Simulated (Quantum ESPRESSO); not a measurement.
# SrO (Fm-3m): from Born charge to LO-TO splitting

How high does the longitudinal optical mode of SrO (Fm-3m) lie, given the transverse one, the Born charge and ε∞?

Main program and level: Quantum ESPRESSO 7.5; DFT PBE, scalar-relativistic, plane waves, GBRV ultrasoft pseudopotentials.

The database entry behind the starting cell differs from later determinations by our own check (about 0.5 % short), so it need not match the best structure at ambient conditions.

## (1) The relaxed structure

The structure is cubic, space group Fm-3m (No. 225). The conventional cell has a = 5.196 Å, b = 5.196 Å, c = 5.196 Å, α = 90.00°, β = 90.00°, γ = 90.00°. Nearest to Sr lie 6 O at 2.60 Å. Nearest to O lie 6 Sr at 2.60 Å. Farther neighbours and most contacts between anions are not listed.

This is the cell after its relaxation at this level of theory, not the database cell from which that began.

## (2) What the response run gave

A linear-response run on the relaxed cell, with the response to an electric field; only its zone-centre results are used. Cutoff 55 Ry, k mesh 8×8×8.

What it wrote:

```text
[banners, grids, parts of the stress and lines that vanish by symmetry left out]
Program PHONON v.7.5
     Reading xml data from directory:

[...]
Exchange-correlation= PBE
                           (   1   4   3   4   0   0   0)
[...]
kinetic-energy cut-off    =      55.0000  Ry
     charge density cut-off    =     440.0000  Ry
     convergence threshold     =      1.0E-18
[...]
Exchange-correlation= PBE
                           (   1   4   3   4   0   0   0)
[...]
q = (   0.0000000   0.0000000   0.0000000 )
     49 Sym.Ops. (with q -> -q+G )
     G cutoff = 1074.5903  (  36685 G-vectors)     FFT grid: ( 48, 48, 48)
     G cutoff =  537.2951  (  13107 G-vectors)  smooth grid: ( 36, 36, 36)
     number of k points=    29
[...]
Mode symmetry, O_h (m-3m)  point group:
[...]
Dielectric constant
[...]
End of electric fields calculation
          Dielectric constant in cartesian axis
          (       3.778403838       0.000000000       0.000000000 )
          (      -0.000000000       3.778403838       0.000000000 )
          (       0.000000000      -0.000000000       3.778403838 )
          Effective charges (d Force / dE) in cartesian axis without acoustic sum rule applied (asr)
           atom    1  Sr    Mean Z*:        2.43612
      Ex  (        2.43612        0.00000        0.00000 )
      Ey  (        0.00000        2.43612        0.00000 )
      Ez  (        0.00000        0.00000        2.43612 )
           atom    2  O     Mean Z*:       -2.43590
      Ex  (       -2.43590       -0.00000       -0.00000 )
      Ey  (       -0.00000       -2.43590        0.00000 )
      Ez  (       -0.00000        0.00000       -2.43590 )
          Effective charges Sum: Mean:        0.00022
[...]
Effective charges (d Force / dE) in cartesian axis with asr applied:
           atom    1  Sr    Mean Z*:        2.43601
[...]
atom    2  O     Mean Z*:       -2.43601
[...]
Representation #   1 modes #   1   2   3
[...]
End of self-consistent calculation
     Convergence has been achieved
     Representation #   2 modes #   4   5   6
[...]
End of self-consistent calculation
     Convergence has been achieved
[...]
Dielectric constant in cartesian axis
          (       3.778403838       0.000000000       0.000000000 )
          (      -0.000000000       3.778403838       0.000000000 )
          (       0.000000000      -0.000000000       3.778403838 )
          Effective charges (d Force / dE) in cartesian axis without acoustic sum rule applied (asr)
           atom    1  Sr    Mean Z*:        2.43612
      Ex  (        2.43612        0.00000        0.00000 )
      Ey  (        0.00000        2.43612        0.00000 )
      Ez  (        0.00000        0.00000        2.43612 )
           atom    2  O     Mean Z*:       -2.43590
      Ex  (       -2.43590       -0.00000       -0.00000 )
      Ey  (       -0.00000       -2.43590        0.00000 )
      Ez  (       -0.00000        0.00000       -2.43590 )
          Effective charges Sum: Mean:        0.00022
[...]
Effective charges (d Force / dE) in cartesian axis with asr applied:
           atom    1  Sr    Mean Z*:        2.43601
[...]
atom    2  O     Mean Z*:       -2.43601
[...]
q = (    0.000000000   0.000000000   0.000000000 )
[...]
freq (    1) =       0.029859 [THz] =       0.995992 [cm-1]
     freq (    2) =       0.029859 [THz] =       0.995992 [cm-1]
     freq (    3) =       0.029859 [THz] =       0.995992 [cm-1]
     freq (    4) =       5.694230 [THz] =     189.939054 [cm-1]
     freq (    5) =       5.694230 [THz] =     189.939054 [cm-1]
     freq (    6) =       5.694230 [THz] =     189.939054 [cm-1]
[...]
Mode symmetry, O_h (m-3m)  point group:
     freq (   1-   3) =          1.0  [cm-1]   --> T_1u G_15  G_4- I
     freq (   4-   6) =        189.9  [cm-1]   --> T_1u G_15  G_4- I

   JOB DONE.
```

| quantity | value |
| --- | --- |
| cell volume Ω (Å³) | 35.073 |
| mass of Sr (u) | 87.620 |
| mass of O (u) | 15.999 |
| Born charge of Sr, raw (e) | 2.436 |
| Born charge of O, raw (e) | -2.436 |
| ε∞ | 3.778 |
| ω(TO) after the sum rule (cm⁻¹) | 189.9 |

## (3) The calculation

The charges must sum to zero over the cell; taking off their mean, 0.000 e, leaves Z* = 2.436 e on Sr. In the polar mode Sr moves against O, so the reduced mass is μ = 87.62 × 16.00 / 103.62 = 13.529 u.

A longitudinal wave builds up a field that adds to the restoring force: ω(LO)² = ω(TO)² + 4π Z*² / (μ Ω ε∞), in Hartree atomic units. With μ = 24661 electron masses and Ω = 236.68 bohr³ the second term is 3.3812e-06 Ha², or 162871 cm⁻² (1 Ha = 219474.6 cm⁻¹).

So ω(LO) = √(36070 + 162871) = 446.0 cm⁻¹, and by the Lyddane-Sachs-Teller relation ε₀ = ε∞ (ω(LO)/ω(TO))² = 20.84.

## (4) Check against the program

The analysis program adds the same non-analytic term to the full matrix, here for q along (1 0 0).

What it wrote:

```text
[banner, memory and clock lines left out]
Program DYNMAT v.7.5

     Reading Dynamical Matrix from file g.dyn
     ...Force constants read
     ...epsilon and Z* read

     Polarizability (A^3 units)
     multiply by 0.519175 for Clausius-Mossotti correction
         7.754501   -0.000000    0.000000
         0.000000    7.754501   -0.000000
         0.000000    0.000000    7.754501

     IR activities are in (D/A)^2/amu units

# mode   [cm-1]    [THz]      IR
    1     -0.00   -0.0000    0.0000
    2      0.00    0.0000    0.0000
    3      0.00    0.0000    0.0000
    4    189.92    5.6937   10.1197
    5    189.92    5.6937   10.1197
    6    446.03   13.3716   10.1197
```

ε₀ comes from the program's run without a direction of q.

```
    quantity  by hand  program
ω(LO) (cm⁻¹)    446.0    446.0
          ε₀    20.84    20.84
```

## (5) Results

| Item | Value |
| --- | --- |
| TO mode | 189.9 cm⁻¹ |
| LO mode | 446.0 cm⁻¹ |
| static dielectric constant | 20.84 |

What this shows: The LO mode of SrO (Fm-3m) lies at 446 cm⁻¹, 256 cm⁻¹ above the TO mode; the formula meets the program within 0.1 cm⁻¹, as it must for a cubic crystal with one polar mode. ω(LO)² − ω(TO)² goes with Z*²/ε∞: an error of 5 % in ε∞ would move the LO mode by 8.8 cm⁻¹, and semilocal functionals tend to overestimate ε∞. These are harmonic values at zero temperature, at the volume of this functional, for the structure held cubic; stability elsewhere in the zone is no part of this calculation.

[Host names and launcher messages were left out of these logs when they were recorded.]

[Logs are printed without paths, hosts, clocks, repeated set-up lines and the standing remarks that a program may print on its own settings, such as how far it seeks lower states.]

[Hosts, paths, dates, database ids (printed as entryN), source tags and the programs' standing remarks are cut or masked in the printed files.]
